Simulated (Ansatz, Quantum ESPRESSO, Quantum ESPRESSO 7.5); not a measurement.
# Evanescent states of C, diamond type, lattice constant set to 3.411 Å

How good a tunnel barrier is C, diamond type, lattice constant set to 3.411 Å?

Method: plane-wave DFT, LDA, PseudoDojo norm-conserving pseudopotentials (cross-check by Ansatz 0.2.0 with PAW datasets), in Quantum ESPRESSO 7.5.

## (1) The structure

The structure is cubic, space group Fd-3m (No. 227). Conventional cell: a = 3.411 Å, b = 3.411 Å, c = 3.411 Å, α = 90.00°, β = 90.00°, γ = 90.00°. C has 4 C at 1.48 Å nearest.

## (2) Self-consistent run

pwcond needs a cell whose third axis lies along the current and stands perpendicular to the other two.

Input file scf.in:

```
&control
  prefix = 'scf'
  outdir = './out'
  pseudo_dir = './pseudo'
  calculation = 'scf'
  tprnfor = .true.
/
&system
  ibrav = 0
  nat = 4
  ntyp = 1
  ecutwfc = 74
  ecutrho = 296
  occupations = 'fixed'
  nbnd = 12
/
&electrons
  conv_thr = 1e-09
  mixing_beta = 0.6
  electron_maxstep = 120
/
ATOMIC_SPECIES
  C   12.0110  C.dojo-sr-lda-0.4.1-standard.upf
CELL_PARAMETERS angstrom
  2.41194123062731 0.00000000000000 0.00000000000000
  0.00000000000000 2.41194123062731 0.00000000000000
  0.00000000000000 0.00000000000000 3.41100000000000
ATOMIC_POSITIONS crystal
  C   0.000000000000 0.000000000000 0.000000000000
  C   0.500000000000 0.000000000000 0.250000000000
  C   0.500000000000 0.500000000000 0.500000000000
  C   0.000000000000 0.500000000000 0.750000000000
K_POINTS automatic
  10 10 8 0 0 0
```

Started as:

```console
> OMP_NUM_THREADS=1 mpirun -n 2 pw.x -nk 2 -in scf.in > scf.out
```

Log:

```text
Program PWSCF v.7.5 starts
[citation notice left out]

     Parallel version (MPI & OpenMP), running on       2 processor cores
     Number of MPI processes:                 2
     Threads/MPI process:                     1

     MPI processes distributed on     1 nodes
[...]
Current dimensions of program PWSCF are:
     Max number of different atomic species (ntypx) = 10
     Max number of k-points (npk) =  40000
     Max angular momentum in pseudopotentials (lmaxx) =  4
     Found identity + ( -0.5000 -0.5000 -0.5000) symmetry
     This is a supercell, fractional translations are disabled
     Message from routine setup:
     using ibrav=0 with symmetry is DISCOURAGED, use correct ibrav instead

     K-points division:     npool     =       2
     Subspace diagonalization in iterative solution of the eigenvalue problem:
     a serial algorithm will be used

     G-vector sticks info
     --------------------
     sticks:   dense  smooth     PW     G-vecs:    dense   smooth      PW
     Sum         489     489    149                11507    11507    1999

     Using Slab Decomposition

     bravais-lattice index     =            0
     lattice parameter (alat)  =       4.5579  a.u.
     unit-cell volume          =     133.9096 (a.u.)^3
     number of atoms/cell      =            4
     number of atomic types    =            1
     number of electrons       =        16.00
     number of Kohn-Sham states=           12
     kinetic-energy cutoff     =      74.0000  Ry
     charge density cutoff     =     296.0000  Ry
     scf convergence threshold =      1.0E-09
     mixing beta               =       0.6000
     number of iterations used =            8  plain     mixing
     Exchange-correlation= SLA  PW   NOGX NOGC
                           (   1   4   0   0   0   0   0)

     celldm(1)=   4.557908  celldm(2)=   0.000000  celldm(3)=   0.000000
     celldm(4)=   0.000000  celldm(5)=   0.000000  celldm(6)=   0.000000

     crystal axes: (cart. coord. in units of alat)
               a(1) = (   1.000000   0.000000   0.000000 )
               a(2) = (   0.000000   1.000000   0.000000 )
               a(3) = (   0.000000   0.000000   1.414214 )

     reciprocal axes: (cart. coord. in units 2 pi/alat)
               b(1) = (  1.000000  0.000000  0.000000 )
               b(2) = (  0.000000  1.000000  0.000000 )
               b(3) = (  0.000000  0.000000  0.707107 )

     PseudoPot. # 1 for C  read from file:
     ./pseudo/C.dojo-sr-lda-0.4.1-standard.upf
     Pseudo is Norm-conserving + core correction, Zval =  4.0
     Generated using ONCVPSP code by D. R. Hamann
     Using radial grid of 1234 points,  4 beta functions with:
                l(1) =   0
                l(2) =   0
                l(3) =   1
                l(4) =   1

     atomic species   valence    mass     pseudopotential
     C                 4.00    12.01100     C ( 1.00)

      8 Sym. Ops. (no inversion) found

   Cartesian axes

     site n.     atom                  positions (alat units)
         1        C      tau(   1) = (   0.0000000   0.0000000   0.0000000  )
         2        C      tau(   2) = (   0.5000000   0.0000000   0.3535534  )
         3        C      tau(   3) = (   0.5000000   0.5000000   0.7071068  )
         4        C      tau(   4) = (   0.0000000   0.5000000   1.0606602  )

     number of k points=   105

     Number of k-points >= 100: set verbosity='high' to print them.

     Dense  grid:    11507 G-vectors     FFT dimensions: (  25,  25,  36)

     Estimated max dynamical RAM per process >      22.74 MB

     Estimated total dynamical RAM >      42.67 MB

     Initial potential from superposition of free atoms

     starting charge      15.9998, renormalised to      16.0000
     Starting wfcs are   16 randomized atomic wfcs

     total cpu time spent up to now is        0.8 secs

     per-process dynamical memory:    25.3 Mb

     Self-consistent Calculation

     iteration #  1     ecut=    74.00 Ry     beta= 0.60
     Davidson diagonalization with overlap
     ethr =  1.00E-02,  avg # of iterations =  3.4

     total cpu time spent up to now is        1.8 secs

     total energy              =     -48.21553273 Ry
     estimated scf accuracy    <       0.31537487 Ry

     iteration #  2     ecut=    74.00 Ry     beta= 0.60
[...]
total energy              =     -48.22335124 Ry
     estimated scf accuracy    <       0.02080933 Ry

     iteration #  3     ecut=    74.00 Ry     beta= 0.60
[...]
total energy              =     -48.22734960 Ry
     estimated scf accuracy    <       0.00030941 Ry

     iteration #  4     ecut=    74.00 Ry     beta= 0.60
[...]
total energy              =     -48.22740716 Ry
     estimated scf accuracy    <       0.00010425 Ry

     iteration #  5     ecut=    74.00 Ry     beta= 0.60
[...]
total energy              =     -48.22741974 Ry
     estimated scf accuracy    <       0.00000003 Ry

     iteration #  6     ecut=    74.00 Ry     beta= 0.60
[...]
total energy              =     -48.22742022 Ry
     estimated scf accuracy    <       0.00000001 Ry

     iteration #  7     ecut=    74.00 Ry     beta= 0.60
[...]
total energy              =     -48.22742022 Ry
     estimated scf accuracy    <          2.6E-09 Ry

     iteration #  8     ecut=    74.00 Ry     beta= 0.60
[...]
total energy              =     -48.22742022 Ry
     estimated scf accuracy    <          1.4E-09 Ry

     iteration #  9     ecut=    74.00 Ry     beta= 0.60
[...]
End of self-consistent calculation

     Number of k-points >= 100: set verbosity='high' to print the bands.

     highest occupied, lowest unoccupied level (ev):    15.6791   20.1663

!    total energy              =     -48.22742022 Ry
     estimated scf accuracy    <          1.5E-11 Ry

     The total energy is the sum of the following terms:
     one-electron contribution =      19.50963909 Ry
     hartree contribution      =       3.56755840 Ry
     xc contribution           =     -17.81985402 Ry
     ewald contribution        =     -53.48476369 Ry

     convergence has been achieved in   9 iterations

     Forces acting on atoms (cartesian axes, Ry/au):

     atom    1 type  1   force =     0.00000000    0.00000000    0.00000000
     atom    2 type  1   force =     0.00000000    0.00000000   -0.00000001
     atom    3 type  1   force =     0.00000000    0.00000000    0.00000000
     atom    4 type  1   force =     0.00000000    0.00000000    0.00000001

     Total force =     0.000000     Total SCF correction =     0.000000
     SCF correction compared to forces is large: reduce conv_thr to get better values

[...]
=------------------------------------------------------------------------------=
   JOB DONE.
=------------------------------------------------------------------------------=
```

Run time: 9.1 s. Hardware: 2 MPI ranks of AMD EPYC 7R43, shared host; peak memory 0.14 GiB.

Numbers from this step:

| Property | Result |
| --- | --- |
| free energy | -656.1675 eV |
| valence top, on the run's zero | 15.68 eV |
| conduction bottom, on the run's zero | 20.17 eV |
| gap by band count | 4.487 eV |

The program's own clock; routines nest. Time by routine:

```tsv
routine	wall time (s)	calls
PWSCF	8.14	1
electrons	7.2	1
c_bands	6.35	9
cegterg	5.31	477
h_psi	4.49	2019
vloc_psi	3.89	2019
fftw	3.79	40134
sum_band	0.81	9
init_run	0.79	1
wfcinit	0.47	1
calbec	0.32	2231
h_psi:calbec	0.29	2019
cdiaghg	0.28	1966
hinit0	0.26	1
```

The run needed 9 iterations to bring the estimated error under 1e-09 Ry.

[end of part 1 of 3]

[Logs are printed without paths, hosts, clocks, repeated set-up lines and the standing remarks that a program may print on its own settings, such as how far it seeks lower states.]

[Hosts, paths, dates, database ids (printed as entryN), source tags and the programs' standing remarks are cut or masked in the printed files.]

[Maps of the electrostatic potential energy from Ansatz leave out the sawtooth potential of an applied field or a dipole correction, so their vacuum need not be flat; planar profiles and work functions include it.]
